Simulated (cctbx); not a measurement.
# Accept or mend?

Cell a = 7.8750 Å, b = 7.8750 Å, c = 18.2680 Å, α = 90.00°, β = 90.00°, γ = 120.00°; space group R-3m (no. 166). The compound is Nd3Mg2WS8.

Simulated single-crystal data (cctbx): synchrotron X-rays, λ = 0.6889 Å, to d = 0.7 Å, 70 % of the full sphere, strongest reflection 40000 counts, noise from counting, a 2 % proportional error and a noise floor of 4 counts (s.d.); no absorption, and some extinction, which the refinements don't model.

An anisotropic refinement with weights 1/σ² prints:

```text
Rint 0.015, 24 unique reflections to 2.03 A
cycle     R1     wR2    GooF  max shift (A)
   1  0.0092  0.0217   3.016   0.00771
   2  0.0059  0.0129   1.789   0.00002
final R1 0.0059 wR2 0.0129 GooF 1.789  parameters 18  data/parameter 1.3
atom        x        y        z      Ueq    occ   su(xyz)  su(Uiso or U11)
W1     0.33333  0.66667  0.16667   0.0110  1.000  0.00000  0.0034
Nd1    0.16667  0.33333  0.33333   0.0168  1.000  0.00000  0.0037
S1     0.02253  0.51126  0.24618   0.0197  1.000  0.00102  0.0157
S2     0.33333  0.66667  0.41502   0.0203  1.000  0.00080  0.0130
Mg1    0.33333  0.66667  0.79120   0.0202  1.000  0.00105  0.0147
difference map: max 0.12 min -0.13 rms 0.03
Q1    0.0000  0.0000  0.3730    6    0.12  2.22 A from S2
Q2    0.0361  0.5181  0.6242   18    0.08  2.40 A from S1
Q3    0.9608  0.4804  0.1303   18    0.08  2.16 A from S1
Q4    0.0000  0.0000  0.1300    6    0.06  0.10 A from Mg1
Q5    0.9983  0.2432  0.2525   36    0.03  1.87 A from Nd1
```

**Question.** Can this result stand? If not, what is the likely fault?

Mend it. The fault: data cut at low resolution. Against the right model at the same level, R1 goes from 0.0069 to 0.0059 and GooF from 0.99 to 1.79. The atoms are right, but there are too few data for the parameters: R1 flatters and the s.u.s grow. Data per parameter fall from 22.6 to 1.3.

The compound is Nd3Mg2WS8. The right model at the same level gives:

```text
Rint 0.020, 406 unique reflections to 0.70 A
cycle     R1     wR2    GooF  max shift (A)
   1  0.0292  0.0764   4.966   0.00035
   2  0.0069  0.0153   0.993   0.00000
final R1 0.0069 wR2 0.0153 GooF 0.993  parameters 18  data/parameter 22.6
atom        x        y        z      Ueq    occ   su(xyz)  su(Uiso or U11)
W1     0.33333  0.66667  0.16667   0.0085  1.000  0.00000  0.0000
Nd1    0.16667  0.33333  0.33333   0.0139  1.000  0.00000  0.0001
S1     0.02260  0.51130  0.24607   0.0130  1.000  0.00006  0.0002
S2     0.33333  0.66667  0.41459   0.0128  1.000  0.00003  0.0002
Mg1    0.33333  0.66667  0.79141   0.0192  1.000  0.00006  0.0003
difference map: max 0.46 min -0.85 rms 0.10
Q1    0.0000  0.0000  0.3762    6    0.47  2.26 A from W1
Q2    0.0000  0.0000  0.4217    6    0.32  1.43 A from W1
Q3    0.0153  0.2931  0.1243   36    0.30  1.31 A from S1
Q4    0.0882  0.1765  0.6681   18    0.29  1.86 A from S1
Q5    0.9906  0.1531  0.2506   36    0.27  1.24 A from S2
Q6    0.0144  0.1848  0.6469   36    0.27  1.41 A from Nd1
```

Isotropic U is held between 0.0001 and 1 Å² by the program, and listed peak heights are interpolated, so they can pass the grid's maximum.

The model was made for the exercise: a known structure type with other elements put in, its volume estimated, not relaxed; displacement parameters are assumed.

[Middle refinement cycles are left out of these outputs.]

[Logs are printed without paths, hosts, clocks, repeated set-up lines and the standing remarks that a program may print on its own settings, such as how far it seeks lower states.]
